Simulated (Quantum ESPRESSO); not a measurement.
# Near-edge structure at the O K edge of NiO (Fm-3m), part 2 of 4

Aim: the near-edge shape at the O K edge of NiO (Fm-3m), and what the core hole does to it.

Quantum ESPRESSO 7.5; X-ray absorption near-edge structure, plane-wave PAW PBE+U, one-electron final states by a Lanczos continued fraction.

So far. Step 2 (The field without a hole): The mesh shows a gap of 3.16 eV, so the hole is first treated in a charged cell, without the excited electron. Step 3 (Spectrum without a core hole, O atom 3): Main maxima below 24 eV (height): 1.5 eV (1.38), 5.2 eV (1.36), 9.1 eV (3.52), 13.8 eV (1.06) and 23.4 eV (0.43). A K edge sees empty p states; the first features are O p mixed into the empty d states of the Ni neighbours, and the broad ones above probably into the cations' higher empty bands.

### Step 6. The atom with a core hole

Level of this step: all-electron atom with a core hole and its PAW potential, PBE, scalar-relativistic (Quantum ESPRESSO).

The frozen core must hold the hole, so the absorber gets a data set of its own.

File O.pbe-n-kjpaw-1sch.ld1.in:

```
&input
   title='O', zed=8., rel=1, iswitch=3, dft='PBE',
   config='1s1 2s2 2p5'
/
&inputp
   file_pseudopw='O.pbe-n-kjpaw-1sch.UPF', author='',
   lpaw=.true.,
   pseudotype=3,
   lloc=-1,
   rcloc=1.1,
   which_augfun='PSQ',
   rmatch_augfun_nc=.true.,
   nlcc=.true.,
   new_core_ps=.true.,
   rcore=0.7,
   tm=.true.,
   zval=7,
   lgipaw_reconstruction=.true., use_paw_as_gipaw=.true.
/
4
2S  1  0  2.00  0.00  1.00  1.30  0.0
2S  1  0  0.00  1.00  1.00  1.30  0.0
2P  2  1  5.00  0.00  0.90  1.35  0.0
2P  2  1  0.00  0.05  0.90  1.35  0.0
```

The run is started by

```bash
$ ld1.x < O.pbe-n-kjpaw-1sch.ld1.in > O.pbe-n-kjpaw-1sch.ld1.out
```

The program printed:

```text
     [... banner and references ...]
PAW data will be used for GIPAW calculation
     --------------------------- All-electron run ----------------------------

     O
     scalar relativistic calculation

     atomic number is  8.00
     dft =PBE   lsd =0 sic =0 latt =0  beta=0.20 tr2=1.0E-14
     Exchange-correlation= PBE
                           (   1   4   3   4   0   0   0)
     mesh =1095 r(mesh) =  99.04343 a.u. xmin = -7.00 dx = 0.01250
     1 Ry =  13.60569312 eV, c = 137.03599908

     n l     nl                  e(Ry)          e(Ha)          e(eV)
     1 0     1S 1( 1.00)       -42.2555       -21.1277      -574.9151
     2 0     2S 1( 2.00)        -1.9484        -0.9742       -26.5092
     2 1     2P 1( 5.00)        -0.8534        -0.4267       -11.6109

     final scf error:  9.0E-15 reached in  28 iterations

     Etot =    -110.691273 Ry,     -55.345636 Ha,   -1506.031488 eV

     Ekin =     110.377054 Ry,      55.188527 Ha,    1501.756329 eV
     Encl =    -271.747232 Ry,    -135.873616 Ha,   -3697.309445 eV
     Eh   =      64.143532 Ry,      32.071766 Ha,     872.717207 eV
     Exc  =     -13.464627 Ry,      -6.732313 Ha,    -183.195579 eV

     normalization and overlap integrals

     s(1S/1S) =  1.000000  <r> =   0.1922  <r2> =    0.0497  r(max) =   0.1266
     s(1S/2S) = -0.000243
     s(2S/2S) =  1.000000  <r> =   1.0648  <r2> =    1.3830  r(max) =   0.8151
     s(2P/2P) =  1.000000  <r> =   1.0977  <r2> =    1.6069  r(max) =   0.7104

     ------------------------ End of All-electron run ------------------------

     --------------------- Generating PAW atomic setup --------------------

      Generating local potential from pseudized AE potential:
      Matching radius rcloc =   1.1000

[...]
(   1   4   3   4   0   0   0)
     mesh =1095 r(mesh) =  99.04343 a.u. xmin = -7.00 dx = 0.01250
     1 Ry =  13.60569312 eV, c = 137.03599908

     n l     nl                  e(Ry)          e(Ha)          e(eV)
[...]
final scf error:  9.0E-15 reached in  28 iterations

     Etot =    -110.691273 Ry,     -55.345636 Ha,   -1506.031488 eV

     Ekin =     110.377054 Ry,      55.188527 Ha,    1501.756329 eV
     Encl =    -271.747232 Ry,    -135.873616 Ha,   -3697.309445 eV
     Eh   =      64.143532 Ry,      32.071766 Ha,     872.717207 eV
     Exc  =     -13.464627 Ry,      -6.732313 Ha,    -183.195579 eV

     normalization and overlap integrals

     s(1S/1S) =  1.000000  <r> =   0.1922  <r2> =    0.0497  r(max) =   0.1266
     s(1S/2S) = -0.000243
     s(2S/2S) =  1.000000  <r> =   1.0648  <r2> =    1.3830  r(max) =   0.8151
     s(2P/2P) =  1.000000  <r> =   1.0977  <r2> =    1.6069  r(max) =   0.7104

     ------------------------ End of All-electron run ------------------------

     ---------------------- Testing the pseudopotential ----------------------

     O
     scalar relativistic calculation

     atomic number is  8.00   valence charge is  7.00
     dft = SLA  PW   PBX  PBC   lsd =0 sic =0 latt =0  beta=0.20 tr2=1.0E-14
     mesh =1095 r(mesh) =  99.04343 xmin = -7.00 dx = 0.01250

     n l     nl             e AE (Ry)        e PS (Ry)    De AE-PS (Ry)
     1 0     2S   1( 2.00)       -1.94839       -1.94839        0.00000
     2 1     2P   1( 5.00)       -0.85338       -0.85339        0.00001

     eps = 6.0E-18  iter =  4

     Etot =    -110.691273 Ry,     -55.345636 Ha,   -1506.031488 eV
     Etotps =   -51.563652 Ry,     -25.781826 Ha,    -701.559225 eV

     Ekin =      48.398334 Ry,      24.199167 Ha,     658.492884 eV
     Encl =    -128.343327 Ry,     -64.171663 Ha,   -1746.199920 eV
     Ehrt =      41.845963 Ry,      20.922981 Ha,     569.343330 eV
     Ecxc =     -13.464622 Ry,      -6.732311 Ha,    -183.195520 eV
     (Ecc =      -0.076871 Ry,      -0.038436 Ha,      -1.045890 eV)

     ---------------------- End of pseudopotential test ----------------------
```

The job ended after 0.76 s (1 MPI rank of Arm Neoverse N1, shared host; peak memory 0.12 GiB).

Removing the core electron and adding it to the valence shell costs the free atom 534.9 eV.

### Step 7. Supercell with FCH, O atom 3

The holes are 5.9 Å apart. The excited electron is left out and a uniform background balances the charge.

File scf.in:

```
&control
   calculation='scf', prefix='x', pseudo_dir='../pp', outdir='tmp', tprnfor=.true.
/
&system
   ibrav=0, nat=16, ntyp=4, nbnd=79
   ecutwfc=50, ecutrho=360
   occupations='smearing', smearing='gaussian', degauss=0.003
   tot_charge=1
   nspin=2
   starting_magnetization(1)=0.20
   starting_magnetization(2)=-0.20
/
&electrons
   conv_thr=1.6e-07, electron_maxstep=120
   mixing_beta=0.3, mixing_mode='local-TF'
/
ATOMIC_SPECIES
Ni 1.0 Ni.pbe-n-kjpaw.UPF
Ni2 1.0 Ni.pbe-n-kjpaw.UPF
Oh 1.0 O.pbe-n-kjpaw-1sch.UPF
O 1.0 O.pbe-n-kjpaw.UPF
CELL_PARAMETERS angstrom
  -4.17180328 4.17180328 0.00000000
  -4.17180328 -4.17180328 0.00000000
  4.17180328 0.00000000 4.17180328
ATOMIC_POSITIONS crystal
Ni   0.00000000 0.00000000 0.00000000
Ni   0.50000000 0.00000000 0.00000000
Ni   0.50000000 0.50000000 0.50000000
Ni   0.00000000 0.50000000 0.50000000
Ni2  0.50000000 0.50000000 0.00000000
Ni2  0.00000000 0.50000000 0.00000000
Ni2  0.00000000 0.00000000 0.50000000
Ni2  0.50000000 0.00000000 0.50000000
Oh   0.25000000 0.75000000 0.50000000
O    0.75000000 0.75000000 0.50000000
O    0.75000000 0.25000000 0.00000000
O    0.25000000 0.25000000 0.00000000
O    0.75000000 0.25000000 0.50000000
O    0.25000000 0.25000000 0.50000000
O    0.25000000 0.75000000 0.00000000
O    0.75000000 0.75000000 0.00000000
K_POINTS automatic
4 4 4 0 0 0
HUBBARD (ortho-atomic)
U Ni-3d 7
U Ni2-3d 7
```

The run is started by

```bash
$ OMP_NUM_THREADS=1 mpirun --oversubscribe --bind-to none -np 8 pw.x -nk 8 -in scf.in > scf.out
```

The program printed:

```text
     [... banner and references ...]
[banner, memory and clock lines left out]
using ibrav=0 with symmetry is DISCOURAGED, use correct ibrav instead

     G-vector sticks info

     bravais-lattice index     =            0
     lattice parameter (alat)  =      11.1490  a.u.
     unit-cell volume          =     979.9368 (a.u.)^3
     number of atoms/cell      =           16
     number of atomic types    =            4
     number of electrons       =       128.00
     number of Kohn-Sham states=           79
     kinetic-energy cutoff     =      50.0000  Ry
     charge density cutoff     =     360.0000  Ry
     scf convergence threshold =      1.6E-07
     mixing beta               =       0.3000
     number of iterations used =            8  local-TF  mixing
     Exchange-correlation= SLA  PW   PBX  PBC
                           (   1   4   3   4   0   0   0)
     Hubbard projectors: ortho-atomic
     Hubbard parameters of DFT+U (Dudarev formulation) in eV:
     U(Ni-3d) =  7.0000
     U(Ni2-3d) =  7.0000

     Internal variables: lda_plus_u =T, lda_plus_u_kind = 0

     Internal variables: orbital_resolved =F, hub_pot_fix =F, apply_U = F

     celldm(1)=  11.149045  celldm(2)=   0.000000  celldm(3)=   0.000000
     celldm(4)=   0.000000  celldm(5)=   0.000000  celldm(6)=   0.000000

     crystal axes: (cart. coord. in units of alat)
               a(1) = (  -0.707107   0.707107   0.000000 )
               a(2) = (  -0.707107  -0.707107   0.000000 )
               a(3) = (   0.707107   0.000000   0.707107 )

     reciprocal axes: (cart. coord. in units 2 pi/alat)
[...]
-11.7284  -7.6079  -6.4078  -6.4078  -6.3564  -6.3561  -6.3561  -6.3086
     1.7658   1.7658   1.7902   3.0605   3.4610   3.4610   3.6339   3.8526
     3.9279   3.9279   4.3759   4.3759   4.6580   4.6617   4.6617   4.7632
[...]
9.7462   9.7462   9.7952   9.8366   9.8366   9.8444  10.0831  10.0831
    13.2723  14.8937  14.8937  15.0747  15.1610  15.1880  15.1880  15.7006
    15.7006  17.0097  17.6491  17.6498  17.6498  18.0099  18.0099

     [... bands of 25 further k-points ...]

     the Fermi energy is    12.7755 ev

!    total energy              =   -1828.84748556 Ry
     total all-electron energy =    -25497.036979 Ry
     estimated scf accuracy    <       0.00000003 Ry
     smearing contrib. (-TS)   =      -0.00000000 Ry
     internal energy E=F+TS    =   -1828.84748556 Ry

     The total energy is F=E-TS. E is the sum of the following terms:
     one-electron contribution =    -128.26179196 Ry
     hartree contribution      =     221.82184228 Ry
     xc contribution           =    -395.31511669 Ry
     ewald contribution        =    -775.48398973 Ry
     Hubbard energy            =       0.51377558 Ry
     one-center paw contrib.   =    -752.12220504 Ry

     total magnetization       =    -0.00 Bohr mag/cell
     absolute magnetization    =    14.67 Bohr mag/cell

     convergence has been achieved in  22 iterations

     Forces acting on atoms (cartesian axes, Ry/au):

     atom    1 type  1   force =    -0.00010067   -0.00010067   -0.00010067
     atom    2 type  1   force =     0.00050638    0.00050638    0.06149318
     atom    3 type  1   force =     0.00050638    0.06149318    0.00050638
[...]
atom   15 type  4   force =     0.00000421    0.00000352    0.00000421
     atom   16 type  4   force =     0.00000352    0.00000421    0.00000421

     Total force =     0.150645     Total SCF correction =     0.000121

     XML data file, charge density, pseudopotentials, collected wavefunctions
```

Elapsed: 7.4 min, on 8 MPI ranks; peak memory 0.3 GiB; 59 min of CPU time.

Energy with the hole: -346904.861 eV, cores included.

### Step 8. Spectrum with FCH, O atom 3

The Lanczos recursion gives the spectrum without computing empty bands; each polarisation needs a run of its own on the full k mesh. xe0 is set between filled and empty states, and states below it are cut. The file of filecore holds the core orbital, taken from the hole-free data set.

File xspectra.in:

```
&input_xspectra
   calculation='xanes_dipole', edge='K'
   prefix='x', outdir='tmp', xiabs=3, xe0=11.8526
   xonly_plot=.false., x_save_file='xanes.sav'
   xniter=3000, xcheck_conv=20, xerror=0.005
   xcoordcrys=.false., xepsilon(1)=1, xepsilon(2)=0, xepsilon(3)=0
/
&plot
   xnepoint=413, xemin=-10, xemax=45, terminator=.true., cut_occ_states=.true.
   xgamma=0.4
/
&pseudos
   filecore='../O.wfc'
/
&cut_occ
   cut_desmooth=0.1, cut_stepl=0.05, cut_stepu=0.05, cut_ierror=1e-5
/
6 6 6 0 0 0
```

The run is started by

```bash
$ OMP_NUM_THREADS=1 mpirun --oversubscribe --bind-to none -np 8 xspectra.x -nk 8 -in xspectra.in > xspectra.out
```

The program printed:

```text
     [... banner and references ...]
Reading input_file

     calculation: xanes_dipole

     xepsilon  [cartesian coordinates]:   1.000000   0.000000   0.000000

     xonly_plot: FALSE
        => complete calculation: Lanczos + spectrum plot

     filecore (core-wavefunction file): ../O.wfc

     main plot parameters:
        cut_occ_states: TRUE
        gamma_mode:  constant
        -> using xgamma [eV]:  0.40
        xemin [eV]: -10.00
        xemax [eV]:  45.00
        xnepoint:  413
        xe0 [eV]:  11.852600 (energy zero read in input file)

     WARNING: variable ef_r is obsolete

                      Reading SCF save directory: x.save

     tmp/x.save/

     Exchange-correlation= PBE
                           (   1   4   3   4   0   0   0)

     G-vector sticks info

                           Getting the Fermi energy

     From SCF save directory (spin polarized work):
        ehomo [eV]:   10.4330 (highest occupied level:max of up and down)
        elumo [eV]:   13.2723 (lowest occupied level:min of up and down)
        ef    [eV]:   10.4330

     -> ef (in eV) will be written in x_save_file

                           Energy zero of the spectrum

     -> ef will NOT be used as energy zero of the spectrum
       (because xe0 read in input file)

     G-vector sticks info

     bravais-lattice index     =            0
     lattice parameter (alat)  =      11.1490  a.u.
     unit-cell volume          =     979.9368 (a.u.)^3
     number of atoms/cell      =           16
     number of atomic types    =            4
     number of electrons       =       128.00
     number of Kohn-Sham states=           79
     kinetic-energy cutoff     =      50.0000  Ry
     charge density cutoff     =     360.0000  Ry
     Exchange-correlation= PBE
                           (   1   4   3   4   0   0   0)
     Hubbard projectors: ortho-atomic
     Hubbard parameters of DFT+U (Dudarev formulation) in eV:
     U(Ni-3d) =  7.0000
     U(Ni2-3d) =  7.0000

     Internal variables: lda_plus_u =T, lda_plus_u_kind = 0

     Internal variables: orbital_resolved =F, hub_pot_fix =F, apply_U = F

     celldm(1)=  11.149045  celldm(2)=   0.000000  celldm(3)=   0.000000
     celldm(4)=   0.000000  celldm(5)=   0.000000  celldm(6)=   0.000000

     crystal axes: (cart. coord. in units of alat)
               a(1) = (  -0.707107   0.707107   0.000000 )
               a(2) = (  -0.707107  -0.707107   0.000000 )
               a(3) = (   0.707107   0.000000   0.707107 )

     reciprocal axes: (cart. coord. in units 2 pi/alat)
               b(1) = ( -0.707107  0.707107  0.707107 )
               b(2) = ( -0.707107 -0.707107  0.707107 )
               b(3) = (  0.000000  0.000000  1.414214 )

     PseudoPot. #1 for Ni:     Pseudo is Projector augmented-wave + core cor, Zval = 10.0

     PseudoPot. #2 for Ni:     Pseudo is Projector augmented-wave + core cor, Zval = 10.0

     ../pp/O.pbe-n-kjpaw-1sch.UPF
     Pseudo is Projector augmented-wave + core cor, Zval =  7.0
     Shape of augmentation charge: PSQ
     Using radial grid of 1095 points,  4 beta functions with:
                l(1) =   0
                l(2) =   0
                l(3) =   1
                l(4) =   1
     Q(r) pseudized with 0 coefficients

     ../pp/O.pbe-n-kjpaw.UPF
     Pseudo is Projector augmented-wave + core cor, Zval =  6.0
     Shape of augmentation charge: PSQ
     Using radial grid of 1095 points,  4 beta functions with:
                l(1) =   0
                l(2) =   0
                l(3) =   1
                l(4) =   1
     Q(r) pseudized with 0 coefficients

     atomic species   valence    mass     pseudopotential
     Ni               10.00     1.00000     Ni( 1.00)
     Ni2              10.00     1.00000     Ni( 1.00)
     Oh                7.00     1.00000     O ( 1.00)
     O                 6.00     1.00000     O ( 1.00)

     Starting magnetic structure
     atomic species   magnetization
     Ni              0.200
     Ni2            -0.200
     Oh              0.000
     O               0.000

[...]
Tr[ns(  8)] (up, down, total) =   3.22978  4.98082  8.21059
     Atomic magnetic moment for atom   8 =  -1.75104
     SPIN  1
     eigenvalues:
[...]
eigenvectors (columns):
[...]
occupation matrix ns (before diag.):
[...]
SPIN  2
     eigenvalues:
[...]
eigenvectors (columns):
[...]
occupation matrix ns (before diag.):
[...]
-0.000  0.000  0.997  0.000 -0.000
      -0.000 -0.000  0.000  0.995  0.000
      -0.000  0.000 -0.000  0.000  0.997

     Number of occupied Hubbard levels =   65.6940

     Atomic wfc used for Hubbard projectors are orthogonalized

     Starting wfcs are  104 atomic wfcs
     Checking if some PAW data can be deallocated...

               Reading core wavefunction file for the absorbing atom

     ../O.wfc successfully read

                              Attributing the PAW radii
                     for the absorbing atom [units: Bohr radius]

        PAW proj 1: r_paw(l= 0)= 1.95  (1.5*r_cut)
        PAW proj 2: r_paw(l= 0)= 1.95  (1.5*r_cut)
        PAW proj 3: r_paw(l= 1)= 2.03  (1.5*r_cut)
        PAW proj 4: r_paw(l= 1)= 2.03  (1.5*r_cut)

        NB: The calculation will not necessary use all these r_paw values.
            - For a edge in the electric-dipole approximation,
              only the r_paw(l=1) values are used.
            - For a K edge in the electric-quadrupole approximation,
              only the r_paw(l=2) values are used.

            - For a L2 or L3 edge in the electric-quadrupole approximation,

              all projectors (s, p and d) are used.

                          Starting XANES calculation
                     in the electric dipole approximation

     Method of calculation based on the Lanczos recursion algorithm
        - STEP 1: Construction of a kpoint-dependent Lanczos basis,
          in which the Hamiltonian is tridiagonal (each 'iter'
          corresponds to the calculation of one more Lanczos vector)
        - STEP 2: Calculation of the cross-section as a continued fraction
          averaged over the k-points.

     ... Begin STEP 1 ...

        Radial transition matrix element(s) used in the calculation of the
        initial vector of the Lanczos basis (|tilde{phi}_abs> normalized)
        | For PAW proj. (l=1) #1: radial matrix element =   0.158955460
        | For PAW proj. (l=1) #2: radial matrix element =   0.203554481

NB: the    54 k-point are not all listed below because npool=  8
        |-------------------------------------------------------------
        ! k-point #     1:  ( 0.0000,  0.0000,  0.0000),  0.0046,   1
        |-------------------------------------------------------------
 okvan= T
        |   Norm of the initial Lanczos vector: 0.10977953E+00
        |   Estimated error at iter     20:   1.00560587
        |   Estimated error at iter     40:   0.52354529
        |   Estimated error at iter     60:   0.50894275
        |   Estimated error at iter     80:   0.25110877
        |   Estimated error at iter    100:   0.09483428
[...]
!   => CONVERGED at iter    220 with error=  0.00388602
        |-------------------------------------------------------------
        ! k-point #     2:  ( 0.0000,  0.0000,  0.2357),  0.0046,   1
        |-------------------------------------------------------------
 okvan= T
        |   Norm of the initial Lanczos vector: 0.10981309E+00
[...]
!   => CONVERGED at iter    300 with error=  0.00397388
        |-------------------------------------------------------------
     [... 51 further k-points ...]
        ! k-point #    54:  (-0.3536, -0.1179,  1.5321),  0.0046,   1
        |-------------------------------------------------------------
 okvan= T
        |   Norm of the initial Lanczos vector: 0.10979244E+00
[...]
|   Estimated error at iter    360:   0.00619042
        |   Estimated error at iter    380:   0.01004634
        |   Estimated error at iter    400:   0.01178499
        !   => CONVERGED at iter    420 with error=  0.00299743

     Results of STEP 1 successfully written in x_save_file
     x_save_file name:
     ->  xanes.sav
     x_save_file version:  2

     ... End STEP 1 ...

     ... Begin STEP 2 ...

     The spectrum is calculated using the following parameters:
        xe0 [eV]:   11.8526
        the occupied states are elimintate from the spectrum
        xemin [eV]: -10.00
        xemax [eV]:  45.00
        xnepoint:  413
        constant broadening parameter [eV]:    0.400
        Core level energy [eV]:  -543.1
         (from electron binding energy of neutral atoms in X-ray data booklet)

     Cross-section successfully written in xanes.dat

     ... End STEP 2 ...

                                END JOB XSpectra
```

Elapsed: 10 min, on 8 MPI ranks; peak memory 0.19 GiB.

The O K spectrum, O atom 3, full core hole (charged cell) (energy from the lowest empty level; intensity scaled to a mean of 1 over the first 20 eV; the points at xe0, where the cut of filled states can leave a spike, are interpolated):

```
E (eV)  intensity
  -2.0       0.05
  -1.5       0.07
  -1.0       0.08
  -0.5       0.11
   0.0       0.17
   0.5       0.32
   1.0       0.74
   1.5       1.47
   2.0       0.99
   2.5       0.67
   3.0       0.71
   3.5       1.00
   4.0       1.26
   4.5       1.59
   5.0       2.08
   5.5       2.20
   6.0       1.70
   6.5       1.56
   7.0       1.67
   7.5       2.24
   8.0       3.34
   8.5       2.53
   9.0       1.67
   9.5       1.56
  10.0       1.13
  10.5       0.72
  11.0       0.52
  11.5       0.39
  12.0       0.34
  12.5       0.42
  13.0       0.64
  13.5       0.92
  14.0       0.81
  14.5       0.71
  15.0       0.70
  15.5       0.51
  16.0       0.45
  16.5       0.38
  17.0       0.40
  17.5       0.32
  18.0       0.33
  18.5       0.28
  19.0       0.26
  19.5       0.30
  20.0       0.24
  20.5       0.27
  21.0       0.26
  21.5       0.30
  22.0       0.37
  22.5       0.44
  23.0       0.46
  23.5       0.49
  24.0       0.50
  24.5       0.42
  25.0       0.42
  25.5       0.41
  26.0       0.51
  26.5       0.67
  27.0       0.87
  27.5       1.29
  28.0       1.65
  28.5       2.05
  29.0       2.11
  29.5       2.04
  30.0       1.83
  30.5       1.35
  31.0       0.74
  31.5       0.47
  32.0       0.36
```

Main maxima below 24 eV (height): 1.5 eV (1.50), 5.3 eV (2.28), 8.1 eV (3.41), 13.7 eV (0.93) and 23.8 eV (0.52). 

The hole costs E(hole) − E(ground) = 525.81 eV, and the lowest empty level of the hole cell lies at 13.27 eV, which puts the zero at 539.08 eV. One term is added: -8.91 eV, since the hole is spin-paired here and a spin-polarised one costs that much less in the free atom (computed apart). The photon energy is then 530.17 eV. The functional and the charged cell's background leave an error of a few eV in such absolute values.

[end of part 2 of 4]

[Banner, clock and machine lines of the logs are left out without a mark of their own.]

[Logs are printed without paths, hosts, clocks, repeated set-up lines and the standing remarks that a program may print on its own settings, such as how far it seeks lower states.]

[Hosts, paths, dates, database ids (printed as entryN), source tags and the programs' standing remarks are cut or masked in the printed files.]

[Lists of maxima count a maximum above −3 eV only where it reaches 4 % of the highest in the window and stands out from its surroundings by 2 % of it (1.5 % where it reaches 55 %); shoulders and weaker maxima are passed over, and of the rest the first, up to two pre-edge ones and the few strongest are named.]
